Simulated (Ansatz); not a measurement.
# Na on Ir(111): change of the work function, part 3 of 3

Aim: the work function of Ir(111) at several coverages of Na (fcc site), and the dipole that each adsorbate carries.

Ansatz 0.2.0; plane-wave DFT, PBE, Ansatz PAW.

So far, work function, upper face (eV): step 2 (the clean slab) 5.49; step 3 (37 atoms, coverage 0.111 ML, cell 3x3) 2.93.

### Step 4. The covered slab, k-mesh 6×6×1, coverage 0.25 ML

System of this step: Na/Ir(111). The cell holds 17 atoms: 16 Ir and 1 Na. Its edges and angles: a = 5.431 Å, b = 5.431 Å, c = 27.381 Å, α = 90.0°, β = 90.0°, γ = 60.0°. Vacuum lies along c.

Another coverage, to see how the dipoles act on each other as their distance changes.

Input file input.yaml:

```yaml
crystal:
  lattice:
    - [5.4305800796, 0.0, 0.0]
    - [2.7152900398, 4.7030203062, 0.0]
    - [0.0, 0.0, 27.3814213347]
  atoms:
    - { symbol: Ir, position: [0.0, 0.0, 0.3286900227] }
    - { symbol: Ir, position: [0.1666666667, 0.1666666667, 0.4096582459] }
    - { symbol: Ir, position: [0.3333333333, 0.3333333333, 0.4905322118] }
    - { symbol: Ir, position: [0.0, 0.0, 0.5710179428] }
    - { symbol: Ir, position: [0.0, 0.5, 0.3286900227] }
    - { symbol: Ir, position: [0.1666666667, 0.6666666667, 0.4096582459] }
    - { symbol: Ir, position: [0.3333333333, 0.8333333333, 0.4905322118] }
    - { symbol: Ir, position: [0.0, 0.5, 0.5710179428] }
    - { symbol: Ir, position: [0.5, 0.0, 0.3286900227] }
    - { symbol: Ir, position: [0.6666666667, 0.1666666667, 0.4096582459] }
    - { symbol: Ir, position: [0.8333333333, 0.3333333333, 0.4905322118] }
    - { symbol: Ir, position: [0.5, 0.0, 0.5710179428] }
    - { symbol: Ir, position: [0.5, 0.5, 0.3286900227] }
    - { symbol: Ir, position: [0.6666666667, 0.6666666667, 0.4096582459] }
    - { symbol: Ir, position: [0.8333333333, 0.8333333333, 0.4905322118] }
    - { symbol: Ir, position: [0.5, 0.5, 0.5710179428] }
    - { symbol: Na, position: [0.1666666667, 0.1666666667, 0.6713099773] }
kpoints:
  mp_grid: { grid: [6, 6, 1] }
hamiltonian:
  xc: pbe
scf:
  occupations: { method: fermi_dirac, width: 0.1 }
  convergence: { dr2_threshold: 1.0e-08 }
efield:
  axis: 3
  dipole_correction: true
  ramp_position: 0.97
  ramp_width: 0.06
relax:
  f_tol: 0.02
  max_steps: 60
  constraints: [{ sites: [0, 1, 4, 5, 8, 9, 12, 13] }]
output:
  dos: { projected: true, e_range: [-8, 4] }
  write_potential: true
  write_density: true
  volumetric_format: npy
  elf: true
```

On the command line:

```
$ ansatz run input.yaml --threads 4 --pin off --max-ram 16384MiB --backend cpu --events-out ev --progress --plain --runs-dir out
```

Numbers of over 12 decimals in the logs are rounded to 6 here.

What it wrote:

```text
[...]
Crystal: 17 atoms, lattice volume = 699.325 Å³
Basis set: ecut = 420 eV, 13633 PW (Γ), exchange–correlation on 80×80×384 points (8 copies of the dense FFT grid, shifted against one another)
Bands: 169, of which v1, the nominal top of the filled ones, is band 141 counted from 1 (140 counted from 0)
Symmetry: 6 space group operations
[...]
k-points: 7 of 36 (time reversal used)
[...]
SCF iter   1: F=—  HF=-192445.540867 eV  |F-HF|=—  |Δ(HF+E_count)|=         —  Δρ=8.06e-3  dr2=7.18e0  ethr=1.77e-3  p=0.453 e·Å  D=1.17e-1 V/Å  ΔV_dip=-3.21 eV  dr2_dipole=2.91e0  V_vac-E_F(+/−)=1.88/5.09 eV  ⟨swp⟩=7.6  Hψ=4837  notcnv=0  defer=12
[...]
SCF iter  12: F=-192445.471873 eV  HF=-192445.471873 eV  |F-HF|=2.74e-9  |Δ(HF+E_count)|=   2.57e-8  Δρ=5.23e-7  dr2=5.99e-9  ethr=3.56e-12  p=0.532 e·Å  D=1.38e-1 V/Å  ΔV_dip=-3.77 eV  dr2_dipole=4.62e-10  V_vac-E_F(+/−)=1.74/5.51 eV  ⟨swp⟩=10.4  Hψ=7904  notcnv=0
SCF 1 converged in 12 iterations: F = -192445.471873 eV  dr2 = 5.99e-9
[...]
relax step   1: F+E_penalty+E_count = -192445.47187341 eV  Δ(F+E_penalty+E_count) = +0.000e0 eV  max|allowed force component| = 6.616e-1 eV/Å  Δτ_max = 0.0000 Å  (12 SCF iters, accepted)
[...]
SCF iter  10: F=-192445.543398 eV  HF=-192445.543398 eV  |F-HF|=9.69e-9  |Δ(HF+E_count)|=   5.24e-8  Δρ=5.97e-7  dr2=3.80e-9  ethr=3.56e-12  p=0.558 e·Å  D=1.44e-1 V/Å  ΔV_dip=-3.95 eV  dr2_dipole=1.66e-15  V_vac-E_F(+/−)=1.57/5.52 eV  ⟨swp⟩=15.1  Hψ=8753  notcnv=0
SCF 2 converged in 10 iterations: F = -192445.543398 eV  dr2 = 3.80e-9
[...]
relax step   2: F+E_penalty+E_count = -192445.54339777 eV  Δ(F+E_penalty+E_count) = -7.152e-2 eV  max|allowed force component| = 4.670e-1 eV/Å  Δτ_max = 0.1070 Å  (10 SCF iters, accepted)
SCF iter   1: F=—  HF=-192445.586644 eV  |F-HF|=—  |Δ(HF+E_count)|=         —  Δρ=2.18e-3  dr2=2.52e-1  ethr=3.09e-3  p=0.558 e·Å  D=1.44e-1 V/Å  ΔV_dip=-3.95 eV  dr2_dipole=5.70e-2  V_vac-E_F(+/−)=1.58/5.53 eV  ⟨swp⟩=4.1  Hψ=2177  notcnv=0  defer=20
[...]
SCF iter   9: F=-192445.585482 eV  HF=-192445.585482 eV  |F-HF|=8.53e-9  |Δ(HF+E_count)|=   2.98e-8  Δρ=4.32e-7  dr2=2.63e-9  ethr=3.56e-12  p=0.564 e·Å  D=1.46e-1 V/Å  ΔV_dip=-4.00 eV  dr2_dipole=9.23e-11  V_vac-E_F(+/−)=1.52/5.52 eV  ⟨swp⟩=15.4  Hψ=8838  notcnv=0
SCF 3 converged in 9 iterations: F = -192445.585482 eV  dr2 = 2.63e-9
relax step   3: F+E_penalty+E_count = -192445.58548208 eV  Δ(F+E_penalty+E_count) = -4.208e-2 eV  max|allowed force component| = 1.041e-1 eV/Å  Δτ_max = 0.1949 Å  (9 SCF iters, accepted)
[...]
relax step   4: F+E_penalty+E_count = -192445.58700170 eV  Δ(F+E_penalty+E_count) = -1.520e-3 eV  max|allowed force component| = 2.844e-2 eV/Å  Δτ_max = 0.0321 Å  (8 SCF iters, accepted)
SCF iter   1: F=—  HF=-192445.585685 eV  |F-HF|=—  |Δ(HF+E_count)|=         —  Δρ=1.24e-4  dr2=1.42e-3  ethr=3.75e-6  p=0.566 e·Å  D=1.46e-1 V/Å  ΔV_dip=-4.01 eV  dr2_dipole=4.98e-4  V_vac-E_F(+/−)=1.50/5.52 eV  ⟨swp⟩=2.0  Hψ=1736  notcnv=0  defer=6
[...]
SCF iter   6: F=-192445.587119 eV  HF=-192445.587119 eV  |F-HF|=6.37e-9  |Δ(HF+E_count)|=   5.00e-8  Δρ=4.80e-7  dr2=3.78e-9  ethr=3.56e-12  p=0.566 e·Å  D=1.46e-1 V/Å  ΔV_dip=-4.01 eV  dr2_dipole=8.29e-12  V_vac-E_F(+/−)=1.51/5.51 eV  ⟨swp⟩=10.7  Hψ=8971  notcnv=0
SCF 5 converged in 6 iterations: F = -192445.587119 eV  dr2 = 3.78e-9
relax step   5: F+E_penalty+E_count = -192445.58711949 eV  Δ(F+E_penalty+E_count) = -1.178e-4 eV  max|allowed force component| = 1.349e-3 eV/Å  Δτ_max = 0.0066 Å  (6 SCF iters, accepted)
[...]
SCF converged after 6 iterations
Free energy (F): -192445.587119 eV
[...]
Internal energy: -192445.025235 eV  (E = F + TS)
E sigma→0 (E₀):  -192445.306177 eV
Entropy (-TS):   -0.561885 eV (-33.052 meV/atom)
Fermi energy:    6.209427 eV
Dipole field:    D = 0.146415 V/Å  (p = 0.565853 e·Å, saw-weighted, corrected)
Work function:   Φ+ = 1.5059 eV   Φ− = 5.5150 eV
[...]
--- Forces (eV/Å), atoms counted from 1 ---
  atom   1  Ir     0.00416355     0.00240382     0.17343573
  atom   2  Ir    -0.00000000    -0.00000000    -0.08191964
  atom   3  Ir     0.00044425     0.00025649    -0.00038891
  atom   4  Ir    -0.00057362    -0.00033118    -0.00033523
  atom   5  Ir     0.00000000    -0.00480765     0.17343573
  atom   6  Ir     0.03400977    -0.01963555    -0.20383515
  atom   7  Ir    -0.00000000    -0.00051298    -0.00038891
  atom   8  Ir     0.00000000     0.00066236    -0.00033523
  atom   9  Ir    -0.00416355     0.00240382     0.17343573
  atom  10  Ir    -0.00000000     0.03927110    -0.20383515
  atom  11  Ir    -0.00044425     0.00025649    -0.00038891
  atom  12  Ir     0.00057362    -0.00033118    -0.00033523
  atom  13  Ir     0.00000000    -0.00000000     0.17449203
  atom  14  Ir    -0.03400977    -0.01963555    -0.20383515
  atom  15  Ir     0.00000000     0.00000000     0.00134881
  atom  16  Ir     0.00000000     0.00000000    -0.00031443
  atom  17  Na     0.00000000    -0.00000000    -0.00022157
  max |Σ_I F_I| component: 1.45e-5 eV/Å
--- Band table (eV; the first three rows and the last of 7) ---
  k-point 0: bands = [... 137 lower, 6.8332, 6.8400, 6.8419, 6.9694, 6.9694, 7.1902, 7.1902, 7.1939, ... 24 higher]
  k-point 1: bands = [... 137 lower, 6.5185, 6.6044, 6.6196, 6.6420, 6.6975, 6.7439, 6.7458, 6.8181, ... 24 higher]
  k-point 2: bands = [... 137 lower, 5.6938, 5.6958, 5.9476, 6.0536, 6.2077, 6.2994, 6.3850, 6.4027, ... 24 higher]
  k-point 6: bands = [... 137 lower, 5.7322, 5.9175, 5.9263, 5.9500, 5.9804, 6.2605, 6.3158, 6.3486, ... 24 higher]
--- Relaxed structure (5 steps of the walk, 5 accepted, 0 SCFs on fresh bases) ---
  F+E_penalty+E_count = -192445.58711949 eV   max|allowed force component| = 1.349e-3 eV/Å
  atoms:
    - { symbol: Ir, position: [-1.7959490104491818e-17, -1.7959490104491815e-17, 0.328690] }
    - { symbol: Ir, position: [0.166667, 0.166667, 0.409658] }
    - { symbol: Ir, position: [0.333436, 0.333436, 0.491045] }
    - { symbol: Ir, position: [-0.00188087, -0.00188087, 0.571243] }
    - { symbol: Ir, position: [0.0, 0.500000, 0.328690] }
    - { symbol: Ir, position: [0.166667, 0.666667, 0.409658] }
    - { symbol: Ir, position: [0.333436, 0.833127, 0.491045] }
    - { symbol: Ir, position: [-0.00188087, 0.503762, 0.571243] }
    - { symbol: Ir, position: [0.500000, -1.7959490104491815e-17, 0.328690] }
    - { symbol: Ir, position: [0.666667, 0.166667, 0.409658] }
    - { symbol: Ir, position: [0.833127, 0.333436, 0.491045] }
    - { symbol: Ir, position: [0.503762, -0.00188087, 0.571243] }
    - { symbol: Ir, position: [0.5, 0.500000, 0.328690] }
    - { symbol: Ir, position: [0.666667, 0.666667, 0.409658] }
    - { symbol: Ir, position: [0.833333, 0.833333, 0.490102] }
    - { symbol: Ir, position: [0.5, 0.500000, 0.572365] }
    - { symbol: Na, position: [0.166667, 0.166667, 0.661216] }
```

The job ended after 2.3 min (4 threads of Arm Neoverse V1, shared host; peak memory 2.8 GiB; 8.9 min of CPU time).

Step by step:

| step | energy less that of the first step (eV) | largest force component (eV/Å) |
| --- | --- | --- |
| 1 | 0.0000 | 0.6616 |
| 2 | -0.0715 | 0.4670 |
| 3 | -0.1136 | 0.1041 |
| 4 | -0.1151 | 0.0284 |
| 5 | -0.1152 | 0.0013 |

The run keeps the 6 symmetry operations that it works with, so distortions that break them were not tested.

The atoms that moved most (Å):

| atom | dx | dy | dz | length |
| --- | --- | --- | --- | --- |
| Na17 | 0.000 | 0.000 | -0.276 | 0.276 |
| Ir16 | 0.000 | 0.000 | 0.037 | 0.037 |
| Ir4 | -0.015 | -0.009 | 0.006 | 0.019 |
| Ir12 | 0.015 | -0.009 | 0.006 | 0.019 |
| Ir8 | 0.000 | 0.018 | 0.006 | 0.019 |
| Ir7 | 0.000 | -0.001 | 0.014 | 0.014 |
| Ir11 | -0.001 | 0.000 | 0.014 | 0.014 |
| Ir3 | 0.001 | 0.000 | 0.014 | 0.014 |

The relaxed structure:

```xyz
17
Lattice="5.4306 0.0000 0.0000 2.7153 4.7030 0.0000 0.0000 0.0000 27.3814" Properties=species:S:1:pos:R:3
Ir    0.0000    0.0000    9.0000
Ir    1.3576    0.7838   11.2170
Ir    2.7161    1.5682   13.4455
Ir   -0.0153   -0.0088   15.6414
Ir    1.3576    2.3515    9.0000
Ir    2.7153    3.1353   11.2170
Ir    4.0729    3.9182   13.4455
Ir    1.3576    2.3692   15.6414
Ir    2.7153    0.0000    9.0000
Ir    4.0729    0.7838   11.2170
Ir    5.4297    1.5682   13.4455
Ir    2.7306   -0.0088   15.6414
Ir    4.0729    2.3515    9.0000
Ir    5.4306    3.1353   11.2170
Ir    6.7882    3.9192   13.4197
Ir    4.0729    2.3515   15.6722
Na    1.3576    0.7838   18.1050
```

Numbers from this step:

```
energy at zero smearing        : -192445.3062 eV
work function, upper face      : 1.506 eV
work function, lower face      : 5.515 eV
dipole along the normal        : 0.5659 e·Å
step between the vacuum levels : -4.009 eV
```

Running mean over 2.217 Å of the planar mean; the ramp of the sawtooth is left out. Electron's electrostatic potential energy less the Fermi level against z:

z (Å), electron's electrostatic potential energy less the Fermi level (eV) and a bar from the least value:
```
      3.5        5.5 ##############################
      4.0        5.5 ##############################
      4.5        5.5 ##############################
      5.0        5.5 ##############################
      5.5        5.5 ##############################
      6.0        5.4 ##############################
      6.5        5.2 ##############################
      7.0        4.3 ############################
      7.5        0.8 #######################
      8.0       -5.5 #############
      8.5      -10.8 ####
      9.0      -12.7 #
      9.5      -13.1 #
     10.0      -13.3 
     10.5      -13.4 
     11.0      -13.5 
     11.5      -13.5 
     12.0      -13.5 
     12.5      -13.5 
     13.0      -13.5 
     13.5      -13.5 
     14.0      -13.5 
     14.5      -13.4 
     15.0      -13.3 
     15.5      -13.0 #
     16.0      -11.9 ###
     16.5       -8.0 #########
     17.0       -2.7 #################
     17.5        0.4 ######################
     18.0        0.9 #######################
     18.5        0.5 ######################
     19.0        0.5 ######################
     19.5        1.1 #######################
     20.0        1.3 #######################
     20.5        1.4 ########################
     21.0        1.5 ########################
     21.5        1.5 ########################
     22.0        1.5 ########################
     22.5        1.5 ########################
     23.0        1.5 ########################
     23.5        1.5 ########################
     24.0        1.5 ########################
```

The density of states has structure finer than the step of the table below, so its rows give means over 0.25 eV, whole bins alone (the curve runs from -8 to 1.98 eV). Peaks (eV: height): -3.880: 41.7, -3.430: 40.4, -3.100: 44.6, -2.140: 69.4, 0.210: 35.0, 0.420: 35.7, 1.200: 35.7.

Table of density of states by energy, zero at the Fermi level; means over each step:

| energy (eV) | density of states (states/eV a cell) |
| --- | --- |
| -7.75 | 2.42 |
| -7.50 | 11.3 |
| -7.25 | 10.6 |
| -7.00 | 13.3 |
| -6.75 | 15.0 |
| -6.50 | 17.7 |
| -6.25 | 21.8 |
| -6.00 | 16.8 |
| -5.75 | 11.9 |
| -5.50 | 15.3 |
| -5.25 | 16.2 |
| -5.00 | 12.7 |
| -4.75 | 18.7 |
| -4.50 | 13.5 |
| -4.25 | 14.6 |
| -4.00 | 23.7 |
| -3.75 | 20.7 |
| -3.50 | 33.4 |
| -3.25 | 25.4 |
| -3.00 | 29.4 |
| -2.75 | 16.9 |
| -2.50 | 16.1 |
| -2.25 | 18.9 |
| -2.00 | 27.5 |
| -1.75 | 14.0 |
| -1.50 | 12.6 |
| -1.25 | 17.8 |
| -1.00 | 22.8 |
| -0.75 | 22.9 |
| -0.50 | 19.1 |
| -0.25 | 13.9 |
| 0.00 | 15.8 |
| 0.25 | 21.9 |
| 0.50 | 23.9 |
| 0.75 | 22.1 |
| 1.00 | 17.8 |
| 1.25 | 14.5 |
| 1.50 | 8.52 |
| 1.75 | 6.08 |

Projected DOS per atom over height of the atomic layer and energy from the Fermi level. Layers: Ir4 Ir4 Ir4 Ir4 Na from below.

Values in states/eV, 22 rows by 5 columns, each cell a mean:
```
0.30 0.19 0.19 0.29 0.18
0.77 0.74 0.75 0.78 0.80
1.00 1.43 1.43 0.97 0.78
1.44 1.41 1.34 1.26 0.46
1.18 0.79 0.79 1.21 0.23
1.38 1.03 0.95 1.37 0.11
1.61 1.01 1.07 1.55 0.12
1.19 0.78 0.82 1.05 0.10
1.57 1.09 1.13 1.32 0.27
1.20 0.75 0.73 1.30 0.24
1.58 0.86 0.89 1.53 0.10
2.20 1.54 1.55 2.36 0.08
1.49 1.57 1.54 1.61 0.04
1.01 1.19 1.19 1.11 0.02
0.83 1.16 1.14 0.85 0.01
0.85 0.97 0.96 0.89 0.00
0.90 0.94 0.92 0.93 0.00
0.89 1.18 1.14 0.84 0.01
0.90 1.46 1.47 0.97 0.01
0.46 1.27 1.30 0.49 0.01
0.35 0.99 1.00 0.36 0.01
0.15 0.37 0.40 0.18 0.01
```
Columns: height of the atomic layer (Å) from 9 to 18.1 (not evenly spaced); rows upwards: energy from the Fermi level (eV) from -7.96 to 1.95.

Valence density in the ca plane at fractional y = 0.167, with atoms of Ir and Na within 0.2 Å of it. It is the smooth field of the valence electrons, not physical close to the nuclei.

Values in e/Å³, 8 rows by 16 columns, each cell a mean:
```
 2  0  0  0  2  1  1  1  0  0  0  0  0  0  0  0
 1  1  3  1  1  0  1  1  0  0  0  0  0  0  0  0
 0  1  8  2  0  0  0  0  0  0  0  0  0  0  0  0
 1  1  3  1  1  0  1  0  0  0  0  0  0  0  0  0
 2  0  0  0  2  1  1  1  0  0  0  0  0  0  0  0
 1  1  3  1  1  0  1  0  0  1  0  0  0  0  0  0
 0  1  8  2  0  0  0  0  1 11  0  0  0  0  0  0
 1  1  3  1  1  0  1  0  0  2  0  0  0  0  0  0
```
Columns run along c (16.0 Å, from fractional 0.32 to 0.91 of the cell), rows up along a (5.4 Å). Atoms in or near the plane, at fractional coordinates: Ir at (0.41, 0.17), Ir at (0.41, 0.67), Na at (0.66, 0.17).

Electrostatic potential energy in the ca plane at fractional y = 0.167, with atoms of Ir and Na within 0.2 Å of it. With pseudopotentials it is smooth inside the atoms' cores, unlike the true potential.

Ten even steps from '0' (-50 eV) to '9' (10 eV), each cell a mean:
```
44789888898644688744689999999999999999999999
44789888898644688754689999999999999999999999
77888533689877899877899999999999999999999999
88986100169988999999999999999999999999999999
99985000058999999999999999999999999999999999
88986100279988999988999999999999999999999999
66888644689866899866899999999999999999999999
44789888898644688744689999999999999999999999
44789888898644688754689999999999999999999999
77888533689877899877899987789999999999999999
88986100169988999999999851168999999999999999
99985000058999999999999830048999999999999999
88986100279988999988999862268999999999999999
66888644689866899876899988889999999999999999
```
Columns run along c (16.0 Å, from fractional 0.32 to 0.91 of the cell; values clipped at the 3rd and 97th percentile), rows up along a (5.4 Å). Atoms in or near the plane, at fractional coordinates: Ir at (0.41, 0.17), Ir at (0.41, 0.67), Na at (0.66, 0.17).

ELF in the ca plane at fractional y = 0.167, with atoms of Ir and Na within 0.2 Å of it. It is the smooth field of the valence electrons, not physical close to the nuclei.

Values, 8 rows by 16 columns, each cell a mean:
```
0.41 0.27 0.31 0.28 0.42 0.32 0.36 0.37 0.24 0.04 0.03 0.06 0.02 0.00 0.00 0.00
0.30 0.31 0.51 0.33 0.31 0.27 0.28 0.31 0.26 0.13 0.07 0.03 0.01 0.00 0.00 0.00
0.31 0.37 0.58 0.38 0.30 0.20 0.26 0.35 0.24 0.11 0.05 0.02 0.01 0.00 0.00 0.00
0.30 0.32 0.53 0.33 0.30 0.26 0.28 0.31 0.26 0.14 0.07 0.03 0.01 0.00 0.00 0.00
0.41 0.27 0.31 0.28 0.42 0.32 0.36 0.37 0.25 0.05 0.03 0.06 0.02 0.00 0.00 0.00
0.30 0.31 0.51 0.33 0.31 0.27 0.28 0.31 0.17 0.39 0.07 0.06 0.04 0.01 0.00 0.00
0.31 0.37 0.58 0.38 0.30 0.21 0.26 0.36 0.26 0.46 0.20 0.06 0.05 0.01 0.00 0.00
0.30 0.32 0.53 0.33 0.30 0.26 0.28 0.32 0.17 0.42 0.08 0.06 0.04 0.01 0.00 0.00
```
Columns run along c (16.0 Å, from fractional 0.32 to 0.91 of the cell), rows up along a (5.4 Å). Atoms in or near the plane, at fractional coordinates: Ir at (0.41, 0.17), Ir at (0.41, 0.67), Na at (0.66, 0.17).

The relaxation took 5 steps and lowered the energy by 0.12 eV; the largest force on the free atoms ends at 0.0013 eV/Å.

By hand: a sheet of dipoles makes a step −p/(ε₀A) in the electron's potential. With e/ε₀ = 180.95 V·Å, p = 0.5659 e·Å and A = 25.54 Å², that is −180.95 × (0.5659) / 25.54 = -4.009 eV, and the two vacuum levels of the run differ by -4.009 eV.

The covered face has 1.51 eV, -3.98 eV against the clean one; the bare back face has moved by +0.02 eV, a measure of how thin the slab is.

### Step 5. Work function against coverage

This step: plane-wave DFT, PBE, Ansatz PAW; work function against coverage (Ansatz 0.2.0).

The runs are now put side by side.

Numbers from this step:

| Item | Value |
| --- | --- |
| work function of the clean face | 5.486 eV |
| largest change of the work function | -3.981 eV |

The work function of the covered face by coverage:

| coverage (adsorbates/nm²) | work function of the covered face (eV) |
| --- | --- |
| 0.00 | 5.49 |
| 1.74 | 2.93 |
| 3.92 | 1.51 |

The dipole per adsorbate comes from the change of the cell's dipole. Coverage, by row:

| coverage (1/nm²) | coverage (ML) | work function (eV) | change (eV) | dipole per adsorbate, positive end outwards (debye) | mean height of the added atoms over the highest substrate atom (Å) |
| --- | --- | --- | --- | --- | --- |
| 1.74 | 0.1111 | 2.931 | -2.555 | 3.914 | 2.529 |
| 3.915 | 0.25 | 1.506 | -3.981 | 2.713 | 2.433 |

### Step 6. Results

```
work function of the clean face                        : 5.49 eV
work function at 0.11 ML                               : 2.93 eV
work function at 0.25 ML                               : 1.51 eV
dipole per adsorbate at 0.11 ML, positive end outwards : 3.91 D
```

What this shows: Na lowers the work function of Ir(111) at the lowest coverage, by 2.56 eV: the adsorbate layer has its positive end outwards. The slab has 4 layers, at the tabulated experimental lattice constant, one starting site was run, and quantum-size effects of a slab this thin can reach one or two tenths of an eV.

[Logs are printed without paths, hosts, clocks, repeated set-up lines and the standing remarks that a program may print on its own settings, such as how far it seeks lower states.]

[Hosts, paths, dates, database ids (printed as entryN), source tags and the programs' standing remarks are cut or masked in the printed files.]

[Maps of the electrostatic potential energy from Ansatz leave out the sawtooth potential of an applied field or a dipole correction, so their vacuum need not be flat; planar profiles and work functions include it.]

[The density of states shown here was stored with 400 of the rows of the run's finer table, so its peaks can read low, often by over a quarter, or be missed, and its means over a window can be off by a tenth or more.]
